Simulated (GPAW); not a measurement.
# Quasiparticle gap of CaGaSiH (P3m1) in GPAW

How does a plane-wave GW calculation on CaGaSiH (P3m1) run from the first input to the gap?

Calculated with GPAW 26.7.0; LDA and many-body steps on it, plane waves.

### Step 1. Set-up

Symmetry: P3m1, No. 156, trigonal system. The conventional cell has a = 4.091 Å, b = 4.091 Å, c = 4.763 Å, α = 90.00°, β = 90.00°, γ = 120.00°. Nearest to Ca lie 3 H at 2.39 Å and 3 Si at 3.14 Å and 3 Ga at 3.17 Å. Ga has 1 H at 1.75 Å and 3 Si at 2.43 Å nearest. Nearest to Si lie 3 Ga at 2.43 Å and 3 Ca at 3.14 Å. Nearest to H lie 1 Ga at 1.75 Å and 3 Ca at 2.39 Å. Farther neighbours are not listed.

The cell and positions come from the Crystallography Open Database and are kept as given unless a step says otherwise.

### Step 2. Ground state

This step: GPAW 26.7.0; DFT, LDA, plane waves, PAW.

The ground-state density comes first.

run.py

```python
import json
import numpy as np
from gpaw.mpi import world
from ase import Atoms
from gpaw import GPAW, PW, FermiDirac

atoms = Atoms(['Ca', 'Ga', 'Si', 'H'],
    cell=[[4.0911000000, 0.0000000000, 0.0000000000],
      [-2.0455500000, 3.5429965294, 0.0000000000],
      [0.0000000000, 0.0000000000, 4.7628000000]],
    scaled_positions=[[0.3333333333, 0.6666666667, 0.0000000000],
      [0.0000000000, 0.0000000000, 0.5568000000],
      [0.6666666667, 0.3333333333, 0.4337000000],
      [0.0000000000, 0.0000000000, 0.9250000000]],
    pbc=(True, True, True))
calc = GPAW(mode=PW(600),
    xc='LDA',
    kpts={'size': (6, 6, 6), 'gamma': True},
    occupations=FermiDirac(0.001),
    nbands=-8,
    convergence={'density': 1e-6, 'bands': -3},
    maxiter=100,
    txt='gs.txt')
atoms.calc = calc
res = {'energy': atoms.get_potential_energy()}
kpts = calc.get_ibz_k_points()
res['kpts'] = kpts
res['eigenvalues'] = [calc.get_eigenvalues(kpt=k) for k in range(len(kpts))]
res['n_electrons'] = calc.get_number_of_electrons()
calc.write('gs.gpw')

if world.rank == 0:
    with open('result.json', 'w') as f:
        json.dump(res, f, default=lambda x: x.tolist())
```

Command:

```console
$ mpirun -n 4 gpaw python run.py
```

Numbers of over 12 decimals in the logs are rounded to 6 here.

Log:

```text
__  _  _
 | _ |_)|_||  |
 |__||  | ||/\| - 26.7.0

Input parameters:
  mode=PW(ecut=600.0),
  convergence={'density': 1e-06, 'bands': -3},
  kpts=MonkhorstPack(size=(6, 6, 6), gamma=True),
  maxiter=100,
  nbands=-8,
  occupations=Occupations(name='fermi-dirac', width=0.001, fixmagmom=False),
  xc=XC(name='LDA')
  [... matrices ...]
Diagonalizing LCAO Hamiltonian
Converting LCAO to pw mode

       H

       Ga    Si

         Ca

Atoms  # Å, Bohr magnetons
|   | symbol |         x |        y |        z |    initial magnetic moments |
| 0 |     Ca | -0.000000 | 2.361998 | 0.000000 | ( 0.0000,  0.0000,  0.0000) |
| 1 |     Ga |  0.000000 | 0.000000 | 2.651927 | ( 0.0000,  0.0000,  0.0000) |
| 2 |     Si |  2.045550 | 1.180999 | 2.065626 | ( 0.0000,  0.0000,  0.0000) |
| 3 |      H |  0.000000 | 0.000000 | 4.405590 | ( 0.0000,  0.0000,  0.0000) |

Unit cell  # Å
| periodic |         x |        y |        z |  lengths |     angles |
|      yes |  4.091100 | 0.000000 | 0.000000 | 4.091100 |  90.000000 |
|      yes | -2.045550 | 3.542997 | 0.000000 | 4.091100 |  90.000000 |
|      yes |  0.000000 | 0.000000 | 4.762800 | 4.762800 | 120.000000 |

Number of symmetries: 6
Symmetry operations  # r_c * U_cc + t_c -> r_c
|   | kind |            matrix            |
| 0 |  σ   |  1, 1, 0,  0,-1, 0,  0, 0, 1 |
| 1 |  E   |  1, 0, 0,  0, 1, 0,  0, 0, 1 |
| 2 |  C3  |  0, 1, 0, -1,-1, 0,  0, 0, 1 |
| 3 |  σ   |  0,-1, 0, -1, 0, 0,  0, 0, 1 |
| 4 |  σ   | -1, 0, 0,  1, 1, 0,  0, 0, 1 |
| 5 |  C3  | -1,-1, 0,  1, 0, 0,  0, 0, 1 |

BZ-sampling:
  Number of BZ points: 216
  Number of IBZ points: 34

  Monkhorst-Pack size: [6, 6, 6]
  Monkhorst-Pack shift: [0.083333, 0.083333, 0.083333]

K-points  # in reciprocal-cell coordinates
|     |                                coordinates |     weight |
|   0 | (  0.00000000,   0.00000000,   0.00000000) | 0.00462963 |
|   1 | (  0.00000000,   0.00000000,   0.16666667) | 0.00925926 |
|   2 | (  0.00000000,   0.00000000,   0.33333333) | 0.00925926 |
|   3 | (  0.00000000,   0.00000000,   0.50000000) | 0.00462963 |
|   4 | (  0.16666667,   0.00000000,  -0.33333333) | 0.02777778 |
|   5 | (  0.16666667,   0.00000000,  -0.16666667) | 0.02777778 |
|   6 | (  0.16666667,   0.00000000,   0.00000000) | 0.02777778 |
|   7 | (  0.16666667,   0.00000000,   0.16666667) | 0.02777778 |
|   8 | (  0.16666667,   0.00000000,   0.33333333) | 0.02777778 |
|   9 | (  0.16666667,   0.00000000,   0.50000000) | 0.02777778 |
| ... |                                            |            |
|  33 | (  0.50000000,   0.50000000,   0.50000000) | 0.01388889 |

Plane wave coefficients: 2329
Cutoff: 600.0 eV

Spin-components: 1 (collinear spins)
Bands:           17
Projectors:      18
Spin-degeneracy: 2
Datatype:        complex128

  Storage: CPU
  Wave functions: 21_316_640 bytes (5_329_160 per core)
  Projectors: 38_871_520 bytes (9_717_880 per core)
  [... matrices ...]
Parallelization:
  kpt:    4
  domain: 1
  band:   1

Density:
  Valence electrons: 18.0
  Components: 1
  Grid points: [24 24 27]
  Charge: 0.0  # |e|

Potential:
  Grid points: [24 24 27]

species:
  Ca:
    name:    Calcium
    Z:       20.0
    valence: 10
    core:    10
    charge:  0.0  # [|e|]
    compensation charges:
      type: gauss
      rc: 0.37  # [Å]
      lmax: 2
    cutoffs:
      filter: 2.10  # [Å]
      core: 1.17  # [Å]
    projectors
    | kind |    occ | energy [eV] | rcut [Å] |
    |   3s |  2.000 |     -46.826 |    1.175 |
    |   4s |  2.000 |      -3.864 |    1.175 |
    |   3p |  6.000 |     -27.986 |    1.154 |
    |    p |        |      -0.774 |    1.154 |
    |    d |        |       0.000 |    0.937 |

    Using partial waves for Ca as LCAO basis

  Ga:
    name:    Gallium
    Z:       31.0
    valence: 3
    core:    28
    charge:  0.0  # [|e|]
    compensation charges:
      type: gauss
      rc: 0.37  # [Å]
      lmax: 2
    cutoffs:
      filter: 2.06  # [Å]
      core: 4.17  # [Å]
    projectors
    | kind |    occ | energy [eV] | rcut [Å] |
    |   4s |  2.000 |      -9.167 |    1.164 |
    |   4p |  1.000 |      -2.734 |    1.164 |
    |    s |        |      18.045 |    1.164 |
    |    p |        |      24.478 |    1.164 |
    |    d |        |       0.000 |    1.164 |

    Using partial waves for Ga as LCAO basis

  Si:
    name:    Silicon
    Z:       14.0
    valence: 4
    core:    10
    charge:  0.0  # [|e|]
    compensation charges:
      type: gauss
      rc: 0.33  # [Å]
      lmax: 2
    cutoffs:
      filter: 1.86  # [Å]
      core: 2.06  # [Å]
    projectors
    | kind |    occ | energy [eV] | rcut [Å] |
    |   3s |  2.000 |     -10.878 |    1.058 |
    |   3p |  2.000 |      -4.162 |    1.058 |
    |    s |        |      16.334 |    1.058 |
    |    p |        |      23.049 |    1.058 |
    |    d |        |       0.000 |    1.058 |

    Using partial waves for Si as LCAO basis

  H:
    name:    Hydrogen
    Z:       1.0
    valence: 1
    core:    0
    charge:  0.0  # [|e|]
    compensation charges:
      type: gauss
      rc: 0.15  # [Å]
      lmax: 2
    cutoffs:
      filter: 0.85  # [Å]
      core: 0.53  # [Å]
    projectors
    | kind |    occ | energy [eV] | rcut [Å] |
    |   1s |  1.000 |      -6.353 |    0.476 |
    |    s |        |      20.858 |    0.476 |
    |    p |        |       0.000 |    0.476 |

    Using partial waves for H as LCAO basis

Reference energy: -79145.311099  # eV

eigensolver:
  PPCG
  Converge bands: -3
  niter=2

density mixing:
  MSR1-Mixer
  Pratt-step length: 0.05
  Maximum mixing coefficient: 0.75
  Old densities: 10
  SVD Regularization: 0.005
  Good broyden scale: 1.0
  Trust region scale: 1.0
  Backstep threshold: 4.0
  History deletion threshold: 6.0
  Fourier metric: weight=20.0, sigma=0.015

occupation numbers:
  Fermi-Dirac:
    width: 0.0010  # eV

poisson solver:
  ecut: 4800.0  # eV

xc functional:
  name: None

Initialization done in: 1.181 s

convergence criteria:
- Maximum integral of absolute [dens]ity change: 1e-06 electrons / valence electron
- Maximum [total energy] change in last 3 cyles: 0.0005 eV / valence electron
- Maximum integral of absolute [eigenst]ate change: 4e-08 eV^2 / valence electron
maximum number of iterations: 100

SCF iterations
|iter     |     time |      energy | eigst |  dens |
|iter:   1|  |  -17.259584 | +1.17 |       |
|iter:   2|  |  -17.294931 | +0.44 | -1.02 |
|iter:   3|  |  -17.103448 | -0.38 | -1.06 |
|iter:   4|  |  -17.036243 | -0.99 | -1.36 |
|iter:   5|  |  -17.003152 | -1.25 | -1.69 |
|iter:   6|  |  -17.002912 | -2.19 | -2.38 |
|iter:   7|  |  -17.002860c| -2.70 | -2.77 |
|iter:   8|  |  -17.002854c| -3.74 | -3.34 |
|iter:   9|  |  -17.002854c| -4.81 | -3.95 |
|iter:  10|  |  -17.002854c| -5.90 | -4.69 |
|iter:  11|  |  -17.002854c| -7.08 | -5.30 |
|iter:  12|  |  -17.002854c| -7.96c| -6.05c|

Converged in 12 steps
SCF loop duration: 7.146 s (0.595 s/step)
Energy contributions relative to reference atoms: (reference = -79145.311099)
  [... matrices ...]
Energy contributions:
  Kinetic:          26.375490
  Coulomb:         -20.505915
  Zero:             -0.577067
  External:          0.000000
  Xc:              -22.295362
  Entropy:          -0.000000
  Spinorbit:         0.000000
  ----------------------------
  Free energy:     -17.002854
  Extrapolated:    -17.002854

dipole moment: (-7.166041, -10.320057, -14.775193)  # |e|*Ang

Fermi level: 5.694
Eigenvalues  # (at kpt = [0.000, 0.000, 0.000])
| band index |      eig [eV] | occ [0-2] |
|          0 |       -35.397 |     2.000 |
|          1 |       -16.752 |     2.000 |
|          2 |       -16.635 |     2.000 |
|          3 |       -16.635 |     2.000 |
|          4 |        -5.130 |     2.000 |
|          5 |         0.801 |     2.000 |
|          6 |         3.259 |     2.000 |
|          7 |         4.714 |     2.000 |
|          8 |         4.714 |     2.000 |
|          9 |         6.558 |     0.000 |
|         10 |         8.407 |     0.000 |
|         11 |         8.407 |     0.000 |
|         12 |         8.872 |     0.000 |
|         13 |         8.872 |     0.000 |
|         14 |         9.072 |     0.000 |
|         15 |         9.124 |     0.000 |
|         16 |         9.124 |     0.000 |

Gap: 0.133 eV
Transition (v -> c):
  (s=0, k=3, n=8, [0.00, 0.00, 0.50]) -> (s=0, k=30, n=9, [0.50, 0.50, 0.00])
Direct/indirect transitions are different
Direct gap: 1.267 eV
Transition at: (s=0, k=30, n=8, [0.50, 0.50, 0.00])
# Writing to gs.gpw (mode='')
  [... matrices ...]
```

It took 10 s on 4 MPI ranks of Arm Neoverse V1, shared host; peak memory 0.69 GiB; 40 s of CPU time.

This step gave:

```
total energy               : -17.00 eV
gap                        : 0.1329 eV
k of the valence top       : 0, 0, 0.5
k of the conduction bottom : 0.5, 0.5, 0
least direct gap           : 1.267 eV
```

The gap is indirect, with the least direct gap 1.13 eV higher.

### Step 3. Empty states on the mesh, 3×3×2 mesh, 242 bands

The sums over transitions need many empty states on a uniform mesh; this step solves for them.

run.py

```python
import json
import numpy as np
from gpaw.mpi import world
from gpaw import GPAW

calc = GPAW('gs.gpw').fixed_density(kpts={'size': (3, 3, 2), 'gamma': True},
    parallel={'domain': 1, 'band': 1},
    txt='nscf.txt')
calc.diagonalize_full_hamiltonian(nbands=242)
calc.write('full.gpw', mode='all')
res = {}
kpts = calc.get_ibz_k_points()
res['kpts'] = kpts
res['eigenvalues'] = [calc.get_eigenvalues(kpt=k) for k in range(len(kpts))]
res['n_electrons'] = calc.get_number_of_electrons()

if world.rank == 0:
    with open('result.json', 'w') as f:
        json.dump(res, f, default=lambda x: x.tolist())
```

Command:

```console
$ mpirun -n 4 gpaw python run.py
```

Log:

```text
Diagonalizing LCAO Hamiltonian
Converting LCAO to pw mode
convergence criteria:
- Maximum integral of absolute [eigenst]ate change: 4e-08 eV^2 / valence electron
maximum number of iterations: 100

SCF iterations
|iter     |     time |      energy | eigst |  dens |
|iter:   1|  |             | +1.19 |       |
|iter:   2|  |             | +0.48 |       |
|iter:   3|  |             | +0.09 |       |
[...]
|iter:  11|  |             | -6.94 |       |
|iter:  12|  |             | -7.40 |       |
|iter:  13|  |             | -7.90c|       |
SCF steps: 13
  __  _  _
 | _ |_)|_||  |
 |__||  | ||/\| - 26.7.0

Input parameters:
  mode=PW(ecut=600.0),
  convergence={'density': 1e-06, 'bands': -3},
  gpts=array([24, 24, 27]),
  kpts=MonkhorstPack(size=(3, 3, 2), gamma=True),
  maxiter=100,
  nbands=17,
  occupations=Occupations(name='fermi-dirac', width=0.001, fixmagmom=False),
  parallel={'domain': 1, 'band': 1},
  xc=XC(name='LDA')
Matrix size: 2305x2305
# Writing to full.gpw (mode='all')
  [... matrices ...]

timing:  # [seconds]
  Total: 26.682  # ━━━━━━━━━━━━━━━━━━━━━━━━━━━━━━━━━━━━━━━━━━━━━━━━━━━━━━━━━━
```

It took 31 s on 4 MPI ranks; peak memory 2 GiB; 2.1 min of CPU time.

Numbers from this step:

```
gap                                                           : 0.3314 eV
k of the valence top                                          : 0, 0, 0.5
k of the conduction bottom                                    : 0.3333, 0.3333, 0
least direct gap                                              : 1.278 eV
k points computed                                             : 6
lowest point of the top converged band, above the valence top : 117.5530 eV
```

On this mesh the gap is 0.331 eV. The earlier step found 0.133 eV, so this mesh misses an edge.

### Step 4. Screening and self-energy, 3×3×2 mesh, 107 bands, screening to 78 eV

Now the one-shot GW correction: screening in the RPA, then the self-energy of the levels asked for.

This step: G0W0 on LDA, plane waves, PAW.

run.py

```python
import json
import numpy as np
from gpaw.mpi import world
from gpaw.response.g0w0 import G0W0

gw = G0W0('full.gpw',
    filename='gw',
    kpts=[0, 1, 4],
    bands=(7, 11),
    ecut=78,
    nbands=107,
    integrate_gamma='WS',
    ppa=True)
gw.calculate()
res = {mode: {k: v for k, v in r.items() if k != 'sigma_eskwn'}
       for mode, r in gw.all_results.items()}

if world.rank == 0:
    with open('result.json', 'w') as f:
        json.dump(res, f, default=lambda x: x.tolist())
```

Command:

```console
$ mpirun -n 4 gpaw python run.py
```

Log:

```text
Using integrator: PointIntegrator
FrequencyGridDescriptor(from 0.000+0.000j to 0.000+27.211j eV, 2 points)
Nonperiodic BCs:  [False False False]
Using integrator: PointIntegrator
FrequencyGridDescriptor(from 0.000+0.000j to 0.000+27.211j eV, 2 points)
Nonperiodic BCs:  [False False False]
  ___  _ _ _
 |   || | | |
 | | || | | |
 |__ ||_____|
 |___|

BZ k-points: Symmetries present (total): 6

  [... matrices ...]
18 k-points: 3 x 3 x 2 Monkhorst-Pack grid + [0.000000,0.000000,1/4]
6 k-points in the irreducible part of the Brillouin zone
       k-points in crystal coordinates                weights
   0:     0.00000000    0.00000000    0.00000000          1/18
   1:     0.00000000    0.00000000    0.50000000          1/18
   2:     0.33333333    0.00000000    0.00000000          6/18
   3:     0.33333333    0.00000000    0.50000000          6/18
   4:     0.33333333    0.33333333    0.00000000          2/18
   5:     0.33333333    0.33333333    0.50000000          2/18

Distributing spins, k-points and bands (1 x 3 x 4) over 4 processes
Number of blocks: 1

Quasi particle states:
k-points (IBZ indices): [0, 1, 4]
Band range: (7, 11)
  [... matrices ...]
Computational parameters:
Plane wave cut-off: 78 eV
Number of bands: 107
Coulomb cutoff: None
Broadening: 0.1 eV

fxc modes: GW
Kernel: RPA
Using Godby-Needs plasmon-pole approximation:
  Fitting energy: i*E0, E0 = 1.000 Hartree
Summing all q:

Calculating screened Coulomb potential
No Coulomb truncation
FrequencyGridDescriptor(from 0.000+0.000j to 0.000+27.211j eV, 2 points)
Removing empty qpoint cache files...

Calculating chi0 body with:
    Ground state adapter containing:
    Number of spins: 1
    Number of kpoints: 18
    Number of irreducible kpoints: 6
    Number of completely occupied states: 9
    Number of partially occupied states: 9
    Occupied states memory: 2.1357421875 M / cpu

    Linear response parametrization:
    q_c: [0.0, 0.0, 0.0]
    Number of frequency points: 2
    Planewave cutoff: 78.0
    Number of bands: 107
    Number of planewaves: 109
    Broadening (eta): 1e-06
    comm.size: 4
    kncomm.size: 4
    blockcomm.size: 1

    Memory estimate of potentially large arrays:
        chi0_wGG: 0.362579 M / cpu
Integrating chi0 body.

Symmetries of q_c:
    Direct symmetries (Uq -> q): 6
    Indirect symmetries (TUq -> q): 6
In total 12 allowed symmetries.

  [... matrices ...]
6 groups of equivalent kpoints. 66.666667% reduction.

Integral kind: response function
Integrating chi0 head and wings.

Symmetries of q_c:
    Direct symmetries (Uq -> q): 6
    Indirect symmetries (TUq -> q): 6
In total 12 allowed symmetries.

  [... matrices ...]
6 groups of equivalent kpoints. 66.666667% reduction.

Integral kind: response function wings

Calculating chi0 body with:
    Ground state adapter containing:
    Number of spins: 1
    Number of kpoints: 18
    Number of irreducible kpoints: 6
    Number of completely occupied states: 9
    Number of partially occupied states: 9
    Occupied states memory: 2.1357421875 M / cpu

[... the further q-points ...]

Results:
f:      Occupation numbers
eps:     KS-eigenvalues [eV]
vxc:     KS vxc [eV]
exx:     Exact exchange [eV]
sigma:   Self-energies [eV]
dsigma:  Self-energy derivatives
Z:       Renormalization factors
qp:      QP-energies [eV]

k-point 0 (0): (0.000, 0.000, 0.000)                GW
band       f     eps     vxc     exx   sigma  dsigma       Z      qp
                                                                   GW
   7   1.000   4.714 -12.885 -13.902   1.016  -0.291   0.774   4.713
   8   1.000   4.714 -12.885 -13.902   1.016  -0.291   0.774   4.713
   9   0.000   6.558 -12.732  -8.047  -3.916  -0.286   0.778   7.157
  10   0.000   8.407 -12.412  -7.269  -4.401  -0.294   0.773   8.980

k-point 1 (1): (0.000, 0.000, 0.500)                GW
band       f     eps     vxc     exx   sigma  dsigma       Z      qp
                                                                   GW
   7   1.000   5.273 -13.305 -14.490   1.056  -0.290   0.775   5.173
   8   1.000   5.611 -12.085 -12.887   0.602  -0.294   0.773   5.457
   9   0.000   6.889 -13.020  -7.680  -4.139  -0.283   0.780   7.824
  10   0.000   6.889 -13.020  -7.680  -4.139  -0.283   0.780   7.824

k-point 2 (4): (0.333, 0.333, 0.000)                GW
band       f     eps     vxc     exx   sigma  dsigma       Z      qp
                                                                   GW
   7   1.000   2.570 -12.644 -15.076   2.132  -0.308   0.765   2.341
   8   1.000   4.600 -11.932 -12.610   0.700  -0.303   0.768   4.617
   9   0.000   5.942 -11.917  -7.551  -3.608  -0.275   0.784   6.537
  10   0.000   7.628 -11.968  -6.389  -4.583  -0.283   0.779   8.404
```

Run time: 15 s. Hardware: 4 MPI ranks; peak memory 1.3 GiB; 60 s of CPU time.

This step gave:

* G0W0 gap on the points computed: 1.080 eV
* least direct G0W0 gap on the computed points: 1.919 eV
* Z at the valence top: 0.7726
* Z at the conduction bottom: 0.7841
* starting gap on the mesh: 0.3314 eV
* k of the valence top: 0, 0, 0.5
* k of the conduction bottom: 0.3333, 0.3333, 0

The gap on the mesh goes from 0.33 eV to 1.08 eV, a correction of +0.75 eV. The start differs from the 0.13 eV found before because the two sample other k points.

Limits: finite bands, cutoff and mesh; no spin-orbit coupling; coarse k mesh. v1 is the top filled band, c1 the lowest empty one. The levels before and after the correction (eV, zero at the valence-band top of each column):

```csv
,conduction bottom,valence top
Kohn-Sham,0.33,0.00
G0W0,1.08,0.00
```

```csv
,level,energy (eV)
Kohn-Sham,(0 0 0.5) v2,-0.338
Kohn-Sham,(0 0 0.5) v1,0.000
Kohn-Sham,(0 0 0.5) c1-c2,1.278
Kohn-Sham,(0.333 0.333 0) v2,-3.041
Kohn-Sham,(0.333 0.333 0) v1,-1.011
Kohn-Sham,(0.333 0.333 0) c1,0.331
Kohn-Sham,(0.333 0.333 0) c2,2.018
G0W0,(0 0 0.5) v2,-0.284
G0W0,(0 0 0.5) v1,0.000
G0W0,(0 0 0.5) c1-c2,2.367
G0W0,(0.333 0.333 0) v2,-3.116
G0W0,(0.333 0.333 0) v1,-0.840
G0W0,(0.333 0.333 0) c1,1.080
G0W0,(0.333 0.333 0) c2,2.947
```

### Step 5. Where the time went

Times are wall times on 4 MPI ranks of Arm Neoverse V1, shared host, good to a factor of about two.

```csv
step,time,share,memory (GiB)
ground state,10 s,18 %,0.69
empty states on the mesh,31 s,55 %,2
screening and self-energy,15 s,27 %,1.3
```

### Step 6. Summary of results

```
LDA gap                              : 0.13 eV, indirect
G0W0 gap on the mesh                 : 1.08 eV
G0W0 gap over the zone (rigid shift) : 0.88 eV
GW settings                          : 3×3×2 mesh, 107 bands, screening to 78 eV, Godby-Needs plasmon pole
known limits                         : not at the basis limit; no spin-orbit coupling; coarse k mesh
```

In words: G0W0 moves the gap on the mesh from 0.33 eV to 1.08 eV (+0.75 eV), with Z of 0.77 and 0.78 at the edges. The mesh misses the band edges by 0.20 eV in all; a rigid shift gives 0.88 eV for the zone. Only 3 of the mesh's irreducible points were corrected, so a valley elsewhere could overtake. The dearest step here is «empty states on the mesh». Bands and cutoff are finite, so the gap is not at the basis limit. The miss can reach some tenths of an eV and take either sign; the mesh is an error of its own. These stock PAW sets were not made for GW; the filled d or f shell of Ga lies in the frozen core, which bears on start and correction. In the G0W0 run levels were corrected at 3 k points alone, so a gap called «on the mesh» is the least over those, and an edge elsewhere would be missed. A denser mesh or path gives a starting gap of 0.13 eV: the GW mesh misses a band edge, so its gaps are not the fundamental one. The 3×3×2 mesh is coarse for this cell, which bears on the long-range parts of exchange and screening. The many-body steps are scalar-relativistic: spin-orbit coupling is not in them.

[Paths, hosts, dates, memory and timing lines, banners, echoed tables and standing remarks are left out of the program output.]

[Logs are printed without paths, hosts, clocks, repeated set-up lines and the standing remarks that a program may print on its own settings, such as how far it seeks lower states.]

[Runs of the session that timed out or met a known fault of the program may be left out.]

[Hosts, paths, dates, database ids (printed as entryN), source tags and the programs' standing remarks are cut or masked in the printed files.]
